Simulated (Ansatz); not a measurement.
# CaPb2, from a guessed structure to a relaxed one

Starting from a made-up structure for CaPb2, the aim is the relaxed cell, its shortest contacts and, where a second run follows, its electronic structure.

Main program and level: Ansatz 0.2.0; DFT, PBEsol, plane-wave PAW, files of the set soft_1, scalar-relativistic, no spin, cell and ions relaxed at zero pressure; PAW set soft_1.

### Step 1. The starting structure

It takes space group Fd-3m (No. 227, cubic). Conventional cell: a = 9.403 Å, b = 9.403 Å, c = 9.403 Å, α = 90.00°, β = 90.00°, γ = 90.00°. Nearest to Pb lie 6 Pb at 3.32 Å and 6 Ca at 3.90 Å. Nearest to Ca lie 12 Pb at 3.90 Å and 4 Ca at 4.07 Å. Farther neighbours are not listed.

### Step 2. Relaxation of the guess

The guessed cell has no reason to be at equilibrium. It is relaxed with the atoms, within the space group of the guess.

Input file input.yaml:

```yaml
crystal:
  lattice:
    - [0.0, 4.7015, 4.7015]
    - [4.7015, 0.0, 4.7015]
    - [4.7015, 4.7015, 0.0]
  atoms:
    - { symbol: Pb, position: [0.125, 0.625, 0.625] }
    - { symbol: Pb, position: [0.625, 0.125, 0.625] }
    - { symbol: Pb, position: [0.625, 0.625, 0.125] }
    - { symbol: Pb, position: [0.625, 0.625, 0.625] }
    - { symbol: Ca, position: [0.25, 0.25, 0.25] }
    - { symbol: Ca, position: [0.0, 0.0, 0.0] }
kpoints:
  mp_grid: { grid: [5, 5, 5] }
scf:
  occupations: { method: fermi_dirac, width: 0.05 }
hamiltonian:
  xc: pbesol
  pseudopotentials: { kind: paw, azcp: { folder: soft_1 }, xc_functional: pbe }
relax:
  f_tol: 0.015
  max_steps: 70
  cell: {}
output:
  forces: true
  stress: true
```

Started as:

```sh
$ ansatz run input.yaml --threads 4 --pin off --max-ram 10240MiB --backend cpu --events-out ev --progress --plain --runs-dir out
```

Numbers of over 12 decimals in the logs are rounded to 6 here.

Output:

```text
Engine: ansatz 0.2.0, aarch64-unknown-linux-gnu
Pseudopotentials: kind: paw
Pseudopotential: Pb, paw, valence charge 14, recommended cutoff 420 eV (normal), soft_1/Pb.paw.azcp
Pseudopotential: Ca, paw, valence charge 10, recommended cutoff 420 eV (normal), soft_1/Ca.paw.azcp
Functional definition: PBEsol
  exchange = pbesol_x
  correlation = pbesol_c
Crystal: 6 atoms, lattice volume = 207.845 Å³
Basis set: ecut = 420 eV, 4015 PW (Γ), exchange–correlation on 90×90×90 points (8 copies of the dense FFT grid, shifted against one another)
Bands: 46, of which v1, the nominal top of the filled ones, is band 38 counted from 1 (37 counted from 0)
Symmetry: 48 space group operations
Space group: Fd-3m (ITA 227), of the structure as read, at distance tolerance 5.9e-5 Å
k-points: 10 of 125
Non-local potential: Pb, projectors of the file, l = 0: 2, l = 1: 2, l = 2: 2, l = 3: 1
Non-local potential: Ca, projectors of the file, l = 0: 3, l = 1: 2, l = 2: 2
PAW form: soft (Blöchl's): semilocal exchange-correlation on the pseudo side does not see the compensation charge
PAW frozen core: Pb, regenerated for the run's functional, and the local potential with it (the file was generated under x = pbe(κ = 0.804, μ = 0.219515), c = pbe(β = 0.066725))
PAW frozen core: Ca, regenerated for the run's functional, and the local potential with it (the file was generated under x = pbe(κ = 0.804, μ = 0.219515), c = pbe(β = 0.066725))
PAW one-centre angular grid: Pb, 590 points (default); XC on 64 Gauss nodes
PAW one-centre angular grid: Ca, 110 points (default); XC on 64 Gauss nodes
Initial density: superposition of atomic densities (chi_scale 0.1, normalization cell, long waves kept (reshape's long-wave potential 0.01 eV rms))
Initial wavefunctions: pseudopotential atomic-orbital guess
Functional: x = pbesol(κ = 0.804, μ = 0.123457), c = pbesol(β = 0.046)
SCF iter   1: F=—  HF=-50623.648741 eV  |F-HF|=—  |Δ(HF+E_count)|=         —  Δρ=7.18e-2  dr2=3.87e1  ethr=3.10e-3  ⟨swp⟩=13.4  Hψ=2510  notcnv=0
preconditioner: auto → Kerker (q_TF=auto, 2.307 Å⁻¹)  [metal: Δε(μ)=0.012 eV  Ē_g=11.117 eV  σ=0.050 eV  W_gap=0.06  n_scr=50 (ndim 8)  ℏωp=20.0 eV  f_vac=0.000  D(μ)=10.24/eV (n_scr^D=88)]
SCF iter   2: F=—  HF=-50618.423373 eV  |F-HF|=—  |Δ(HF+E_count)|=    5.23e0  Δρ=1.51e-2  dr2=1.49e0  ethr=3.10e-3  ⟨swp⟩=5.1  Hψ=1147  notcnv=0
preconditioner: auto → Resta (q_TF=auto, 2.307 Å⁻¹)  ε∞=3.2  [insulator: Δε(μ)=0.367 eV  Ē_g=13.336 eV  σ=0.050 eV  W_gap=0.95  n_scr=50 (ndim 8)  ℏωp=20.0 eV  f_vac=0.000  D(μ)=0.46/eV (n_scr^D=0)  ε∞_Penn≈3.2]
SCF iter   3: F=—  HF=-50618.018352 eV  |F-HF|=—  |Δ(HF+E_count)|=   4.05e-1  Δρ=6.79e-3  dr2=2.28e-1  ethr=1.96e-3  ⟨swp⟩=3.7  Hψ=788  notcnv=0  defer=6
SCF iter   4: F=—  HF=-50617.954611 eV  |F-HF|=—  |Δ(HF+E_count)|=   6.37e-2  Δρ=1.34e-3  dr2=2.99e-3  ethr=3.00e-4  ⟨swp⟩=5.6  Hψ=1056  notcnv=0  defer=7
SCF iter   5: F=—  HF=-50617.955963 eV  |F-HF|=—  |Δ(HF+E_count)|=   1.35e-3  Δρ=3.66e-4  dr2=5.95e-4  ethr=3.94e-6  ⟨swp⟩=2.0  Hψ=591  notcnv=0  defer=7
SCF iter   6: F=—  HF=-50617.955940 eV  |F-HF|=—  |Δ(HF+E_count)|=   2.32e-5  Δρ=7.74e-5  dr2=4.29e-5  ethr=7.83e-7  ⟨swp⟩=2.0  Hψ=506  notcnv=0  defer=7
SCF iter   7: F=—  HF=-50617.955829 eV  |F-HF|=—  |Δ(HF+E_count)|=   1.11e-4  Δρ=2.81e-5  dr2=4.36e-6  ethr=5.65e-8  ⟨swp⟩=2.2  Hψ=516  notcnv=0  defer=7
SCF iter   8: F=—  HF=-50617.955828 eV  |F-HF|=—  |Δ(HF+E_count)|=   1.19e-6  Δρ=1.10e-5  dr2=6.62e-7  ethr=5.74e-9  ⟨swp⟩=3.0  Hψ=857  notcnv=0  defer=7
SCF iter   9: F=—  HF=-50617.955828 eV  |F-HF|=—  |Δ(HF+E_count)|=   1.90e-7  Δρ=3.59e-6  dr2=1.00e-7  ethr=8.71e-10  ⟨swp⟩=2.0  Hψ=812  notcnv=0  defer=7
SCF iter  10: F=-50617.955828 eV  HF=-50617.955828 eV  |F-HF|=9.46e-11  |Δ(HF+E_count)|=   3.21e-8  Δρ=4.32e-7  dr2=3.89e-10  ethr=1.32e-10  ⟨swp⟩=5.3  Hψ=1386  notcnv=0
SCF 1 converged in 10 iterations: F = -50617.955828 eV  dr2 = 3.89e-10
  greatest PAW one-centre occupation: 0.995 electrons in one spin orbital (limit 2), on the Ca atom at site 5 (counted from 0), in its partial waves of l = 0
relax step   1: F+E_penalty+E_count = -50617.95582768 eV  Δ(F+E_penalty+E_count) = +0.000e0 eV  max|allowed force component| = 5.782e-18 eV/Å  Δτ_max = 0.0000 Å  P = -3.241 GPa  Ω = 207.845 Å³  (10 SCF iters, dr2 threshold 1.00e-7 eV, accepted)
Crystal: 6 atoms, lattice volume = 189.892 Å³
Basis set: ecut = 420 eV, 3719 PW (Γ), exchange–correlation on 90×90×90 points (8 copies of the dense FFT grid, shifted against one another)
Initial density: handed on by an earlier stage of this run
Initial wavefunctions: those handed on with the density
iter 1 solved again at ethr=1.69e-4 eV; its pass at ethr=3.10e-3 eV (dr2=1.29e-1 eV) is discarded
SCF iter   1: F=—  HF=-50618.211143 eV  |F-HF|=—  |Δ(HF+E_count)|=         —  Δρ=3.93e-3  dr2=1.36e-1  ethr=1.69e-4  ⟨swp⟩=1.7  Hψ=2577  notcnv=0
preconditioner: auto → Resta (q_TF=auto, 2.342 Å⁻¹)  ε∞=3.2  [insulator: Δε(μ)=0.669 eV  Ē_g=14.082 eV  σ=0.050 eV  W_gap=0.94  n_scr=50 (ndim 8)  ℏωp=20.9 eV  f_vac=0.000  D(μ)=0.31/eV (n_scr^D=0)  ε∞_Penn≈3.2]
SCF iter   2: F=—  HF=-50618.173514 eV  |F-HF|=—  |Δ(HF+E_count)|=   3.76e-2  Δρ=1.53e-3  dr2=9.43e-3  ethr=1.69e-4  ⟨swp⟩=3.9  Hψ=670  notcnv=0
SCF iter   3: F=—  HF=-50618.171544 eV  |F-HF|=—  |Δ(HF+E_count)|=   1.97e-3  Δρ=5.96e-4  dr2=4.19e-4  ethr=1.24e-5  ⟨swp⟩=2.3  Hψ=561  notcnv=0
SCF iter   4: F=—  HF=-50618.171520 eV  |F-HF|=—  |Δ(HF+E_count)|=   2.34e-5  Δρ=1.09e-4  dr2=2.58e-5  ethr=5.52e-7  ⟨swp⟩=2.9  Hψ=820  notcnv=0
SCF iter   5: F=-50618.171527 eV  HF=-50618.171527 eV  |F-HF|=1.47e-7  |Δ(HF+E_count)|=   6.93e-6  Δρ=1.29e-5  dr2=5.84e-7  ethr=7.89e-10  ⟨swp⟩=4.3  Hψ=1838  notcnv=0
SCF 2 converged in 5 iterations: F = -50618.171527 eV  dr2 = 5.84e-7
relax step   2: F+E_penalty+E_count = -50618.17152692 eV  Δ(F+E_penalty+E_count) = -2.157e-1 eV  max|allowed force component| = 1.773e-17 eV/Å  Δτ_max = 0.0000 Å  P = -0.330 GPa  Ω = 189.892 Å³  energy of the carried Pulay correction = +1.883e-3 eV  (5 SCF iters, dr2 threshold 6.00e-7 eV, accepted)
Crystal: 6 atoms, lattice volume = 188.051 Å³
Basis set: ecut = 420 eV, 3695 PW (Γ), exchange–correlation on 90×90×90 points (8 copies of the dense FFT grid, shifted against one another)
iter 1 solved again at ethr=1.68e-6 eV; its pass at ethr=3.10e-3 eV (dr2=1.28e-3 eV) is discarded
SCF iter   1: F=—  HF=-50618.173920 eV  |F-HF|=—  |Δ(HF+E_count)|=         —  Δρ=4.44e-4  dr2=1.71e-3  ethr=1.68e-6  ⟨swp⟩=3.0  Hψ=2397  notcnv=0
preconditioner: auto → Resta (q_TF=auto, 2.346 Å⁻¹)  ε∞=3.0  [insulator: Δε(μ)=0.690 eV  Ē_g=16.086 eV  σ=0.050 eV  W_gap=0.73  n_scr=50 (ndim 8)  ℏωp=23.0 eV  f_vac=0.000  D(μ)=0.29/eV (n_scr^D=0)  ε∞_Penn≈3.0]
SCF iter   2: F=—  HF=-50618.173437 eV  |F-HF|=—  |Δ(HF+E_count)|=   4.83e-4  Δρ=1.76e-4  dr2=1.11e-4  ethr=1.68e-6  ⟨swp⟩=2.5  Hψ=652  notcnv=0
SCF iter   3: F=—  HF=-50618.173307 eV  |F-HF|=—  |Δ(HF+E_count)|=   1.30e-4  Δρ=6.70e-5  dr2=5.84e-6  ethr=1.45e-7  ⟨swp⟩=2.0  Hψ=521  notcnv=0
SCF iter   4: F=—  HF=-50618.173308 eV  |F-HF|=—  |Δ(HF+E_count)|=   1.42e-6  Δρ=1.74e-5  dr2=6.79e-7  ethr=7.68e-9  ⟨swp⟩=2.0  Hψ=523  notcnv=0
SCF iter   5: F=-50618.173308 eV  HF=-50618.173308 eV  |F-HF|=5.09e-9  |Δ(HF+E_count)|=   1.08e-7  Δρ=2.67e-6  dr2=1.26e-8  ethr=3.58e-10  ⟨swp⟩=4.9  Hψ=1387  notcnv=0
SCF 3 converged in 5 iterations: F = -50618.173308 eV  dr2 = 1.26e-8
relax step   3: F+E_penalty+E_count = -50618.17330848 eV  Δ(F+E_penalty+E_count) = -1.782e-3 eV  max|allowed force component| = 1.426e-17 eV/Å  Δτ_max = 0.0000 Å  P = +0.060 GPa  Ω = 188.051 Å³  energy of the carried Pulay correction = +2.093e-3 eV  (5 SCF iters, dr2 threshold 2.72e-7 eV, accepted)
Crystal: 6 atoms, lattice volume = 188.333 Å³
iter 1 solved again at ethr=4.06e-8 eV; its pass at ethr=3.10e-3 eV (dr2=3.09e-5 eV) is discarded
SCF iter   1: F=—  HF=-50618.173464 eV  |F-HF|=—  |Δ(HF+E_count)|=         —  Δρ=6.89e-5  dr2=4.16e-5  ethr=4.06e-8  ⟨swp⟩=3.0  Hψ=2430  notcnv=0
preconditioner: auto → Resta (q_TF=auto, 2.345 Å⁻¹)  ε∞=3.0  [insulator: Δε(μ)=0.696 eV  Ē_g=16.105 eV  σ=0.050 eV  W_gap=0.71  n_scr=50 (ndim 8)  ℏωp=23.0 eV  f_vac=0.000  D(μ)=0.29/eV (n_scr^D=0)  ε∞_Penn≈3.0]
SCF iter   2: F=—  HF=-50618.173459 eV  |F-HF|=—  |Δ(HF+E_count)|=   4.80e-6  Δρ=2.76e-5  dr2=2.76e-6  ethr=4.06e-8  ⟨swp⟩=2.2  Hψ=556  notcnv=0
SCF iter   3: F=—  HF=-50618.173328 eV  |F-HF|=—  |Δ(HF+E_count)|=   1.31e-4  Δρ=9.80e-6  dr2=1.18e-7  ethr=3.63e-9  ⟨swp⟩=2.1  Hψ=522  notcnv=0
SCF iter   4: F=—  HF=-50618.173328 eV  |F-HF|=—  |Δ(HF+E_count)|=   2.75e-8  Δρ=2.68e-6  dr2=1.41e-8  ethr=1.20e-11  ⟨swp⟩=6.0  Hψ=1712  notcnv=0
SCF iter   5: F=-50618.173328 eV  HF=-50618.173328 eV  |F-HF|=1.16e-10  |Δ(HF+E_count)|=   2.12e-9  Δρ=4.02e-7  dr2=3.06e-10  ethr=1.20e-11  ⟨swp⟩=4.7  Hψ=1374  notcnv=0
SCF 4 converged in 5 iterations: F = -50618.173328 eV  dr2 = 3.06e-10
relax step   4: F+E_penalty+E_count = -50618.17332827 eV  Δ(F+E_penalty+E_count) = -1.979e-5 eV  max|allowed force component| = 1.156e-17 eV/Å  Δτ_max = 0.0000 Å  P = -0.001 GPa  Ω = 188.333 Å³  energy of the carried Pulay correction = +2.061e-3 eV  (5 SCF iters, dr2 threshold 9.08e-9 eV, accepted)
Initial wavefunctions: pseudopotential atomic-orbital guess (no wavefunctions were taken with the density)
iter 1 solved again at ethr=2.59e-7 eV; its pass at ethr=3.10e-3 eV (dr2=1.97e-4 eV) is discarded
SCF iter   1: F=—  HF=-50618.171420 eV  |F-HF|=—  |Δ(HF+E_count)|=         —  Δρ=1.20e-4  dr2=4.66e-6  ethr=2.59e-7  ⟨swp⟩=3.1  Hψ=3766  notcnv=0
preconditioner: auto → Resta (q_TF=auto, 2.345 Å⁻¹)  ε∞=3.0  [insulator: Δε(μ)=0.695 eV  Ē_g=16.102 eV  σ=0.050 eV  W_gap=0.71  n_scr=50 (ndim 8)  ℏωp=23.0 eV  f_vac=0.000  D(μ)=0.29/eV (n_scr^D=0)  ε∞_Penn≈3.0]
SCF iter   2: F=—  HF=-50618.171517 eV  |F-HF|=—  |Δ(HF+E_count)|=   9.76e-5  Δρ=5.96e-5  dr2=1.00e-6  ethr=6.13e-9  ⟨swp⟩=2.0  Hψ=746  notcnv=0
SCF iter   3: F=—  HF=-50618.171518 eV  |F-HF|=—  |Δ(HF+E_count)|=   9.84e-7  Δρ=9.77e-6  dr2=3.00e-8  ethr=1.32e-9  ⟨swp⟩=3.0  Hψ=802  notcnv=0
SCF iter   4: F=—  HF=-50618.171518 eV  |F-HF|=—  |Δ(HF+E_count)|=   3.21e-8  Δρ=7.17e-7  dr2=4.47e-10  ethr=3.95e-11  ⟨swp⟩=2.0  Hψ=561  notcnv=0
SCF iter   5: F=-50618.171518 eV  HF=-50618.171518 eV  |F-HF|=1.46e-11  |Δ(HF+E_count)|=  1.46e-11  Δρ=1.15e-7  dr2=1.36e-11  ethr=1.00e-12  ⟨swp⟩=5.4  Hψ=1694  notcnv=0
SCF 5 converged in 5 iterations: F = -50618.171518 eV  dr2 = 1.36e-11
relax step   5: F+E_penalty+E_count = -50618.17151825 eV  Δ(F+E_penalty+E_count) = +1.810e-3 eV  max|allowed force component| = 1.118e-17 eV/Å  Δτ_max = 0.0000 Å  P = -0.007 GPa  Ω = 188.333 Å³  stress off target by 7.08e-3 GPa  SCF on the basis re-selected at this cell (its energy is not comparable with the rows above)  (5 SCF iters)
basis re-selected at this cell: Δ(F+E_penalty+E_count) = +1.810e-3 eV, ΔP = -0.006 GPa vs the last step (what re-selecting the basis moved, of the pressure what is left beyond the Pulay correction that the steps carried, after the strain that the cell walked since its last selection, with what the two solves' SCF thresholds leave and, on support functions, any second-order correction that the steps lacked; it is no m [...]
SCF converged after 5 iterations
Free energy (F): -50618.171518 eV
Harris-Foulkes:  -50618.171518 eV  (|F-HF|=1.46e-11)
Internal energy: -50618.167744 eV  (E = F + TS)
E sigma→0 (E₀):  -50618.169631 eV
Entropy (-TS):   -0.003774 eV (-0.629 meV/atom)
Fermi energy:    9.215760 eV
--- Per-component energies (eV) ---
  E_band       = -479.959906
  E_kinetic    = 1684.406538
  E_local      = -5972.358559  (includes V_loc(G=0)·N_el)
  E_nonlocal   = 1411.570260
  E_hartree    = 2249.951903
  E_xc         = -1068.922117
  E_vxc        = -867.578438  (∫ρ·V_xc dr)
  E_paw        = -42664.443264  (= ΣΔE_a)
  E_vpaw       = -1235.903524  (= ΣTr[D̂ρ^β])
  E_aug_tail   = -0.000046  (compensation charges beyond the density's cutoff)
  E_ewald      = -6258.858729
  E_core_change = 0.486270  (= ΣΔE_core)
  E_smearing   = -0.003774  (= −TS)
  E_closure    = -0.000000  (closes the sum)
  Σ components = -50618.171518   (vs F -50618.171518, Δ=0.00e0)
--- Forces (eV/Å), atoms counted from 1 ---
  atom   1  Pb     0.00000000    -0.00000000     0.00000000
  atom   2  Pb     0.00000000    -0.00000000    -0.00000000
  atom   3  Pb     0.00000000    -0.00000000    -0.00000000
  atom   4  Pb     0.00000000    -0.00000000     0.00000000
  atom   5  Ca    -0.00000000    -0.00000000     0.00000000
  atom   6  Ca     0.00000000     0.00000000    -0.00000000
  max |Σ_I F_I| component: 2.31e-18 eV/Å
--- Stress (GPa, compression-positive) ---
       -0.007084      -0.000000      -0.000000
       -0.000000      -0.007084       0.000000
       -0.000000      -0.000000      -0.007084
  P = ⅓ Tr σ = -0.0071 GPa (-0.071 kbar)
--- Relaxed structure (4 steps of the walk, 4 accepted, 1 SCFs on fresh bases) ---
  F+E_penalty+E_count = -50618.17151825 eV   max|allowed force component| = 1.118e-17 eV/Å   (the final SCF, on the basis selected at the relaxed cell)
  cell:  # Å, volume = 188.3329 Å³
    - [0, 4.549518, 4.549518]
    - [4.549518, 0, 4.549518]
    - [4.549518, 4.549518, 0]
  atoms:
    - { symbol: Pb, position: [0.125000, 0.625000, 0.625000] }
    - { symbol: Pb, position: [0.625000, 0.125000, 0.625000] }
    - { symbol: Pb, position: [0.625000, 0.625000, 0.125000] }
    - { symbol: Pb, position: [0.625000, 0.625000, 0.625000] }
    - { symbol: Ca, position: [0.25, 0.25, 0.25] }
    - { symbol: Ca, position: [0, 0, 0] }
```

It took 6.2 s on 4 threads of Arm Neoverse V2, shared host; peak memory 0.57 GiB.

Relaxation path:

```tsv
step	energy less that of the first step (eV)	largest force component (eV/Å)	pressure (GPa)	volume (Å³)
1	0.0000	0.0000	-3.24	207.84
2	-0.2157	0.0000	-0.33	189.89
3	-0.2175	0.0000	0.06	188.05
4	-0.2175	0.0000	0.00	188.33
5*	-0.2157	0.0000	-0.01	188.33
```

Relaxation steps marked * repeat the geometry before them on a plane-wave basis chosen anew for their cell, so energy and pressure can jump there.

Forces are held to the 48 operations that the run works with; a distortion that breaks them can't arise in this run.

```tsv
conventional cell, symmetrised	before	after	change
a (Å)	9.403	9.099	-3.2 %
b (Å)	9.403	9.099	-3.2 %
c (Å)	9.403	9.099	-3.2 %
volume (Å³/atom)	34.64	31.39	-9.4 %
```

Final coordinates:

```cif
data_structure
_symmetry_space_group_name_H-M 'P 1'
_symmetry_Int_Tables_number 1
_cell_length_a 6.4340
_cell_length_b 6.4340
_cell_length_c 6.4340
_cell_angle_alpha 60.000
_cell_angle_beta 60.000
_cell_angle_gamma 60.000
_cell_volume 188.33
loop_
_atom_site_label
_atom_site_type_symbol
_atom_site_fract_x
_atom_site_fract_y
_atom_site_fract_z
_atom_site_occupancy
Pb1 Pb 0.12500 0.62500 0.62500 1
Pb2 Pb 0.62500 0.12500 0.62500 1
Pb3 Pb 0.62500 0.62500 0.12500 1
Pb4 Pb 0.62500 0.62500 0.62500 1
Ca5 Ca 0.25000 0.25000 0.25000 1
Ca6 Ca 0.00000 0.00000 0.00000 1
```

Numbers from this step:

```
free energy             : -50618.1715 eV
energy at zero smearing : -50618.1696 eV
smearing term TS        : 0.003774 eV
Fermi energy            : 9.216 eV
gap by band count       : 0.1441 eV
electrons               : 76
symmetry operations     : 48
pressure                : -0.007084 GPa
```

Shortest distances by pair of elements, guess and relaxed (not always the same contact):

```tsv
pair	guess (Å)	relaxed (Å)
Pb–Pb	3.324	3.217
Ca–Pb	3.898	3.772
Ca–Ca	4.072	3.940
```

The relaxation ends with a pressure of -0.01 GPa.

### Step 3. What came out

```
space group, relaxed : Fd-3m
conventional cell    : a = 9.099, b = 9.099, c = 9.099 Å; α = 90.0°, β = 90.0°, γ = 90.0°
volume per atom      : 31.39 Å³ (guess 34.64)
```

CaPb2 relaxes to Fd-3m with a = 9.099, b = 9.099 and c = 9.099 Å. The guessed volume was 10 % too large. The space group Fd-3m was held in the relaxation, so the end point is a stationary structure within it and may be a saddle against distortions or other arrangements. Mesh and cutoff weren't tested. Spin-orbit coupling is left out, which can matter for elements this heavy. No dispersion term is used, so weakly bound directions may come out too long. Nothing here tests whether the compound is stable against decomposition.

[Logs are printed without paths, hosts, clocks, repeated set-up lines and the standing remarks that a program may print on its own settings, such as how far it seeks lower states.]

[Hosts, paths, dates, database ids (printed as entryN), source tags and the programs' standing remarks are cut or masked in the printed files.]
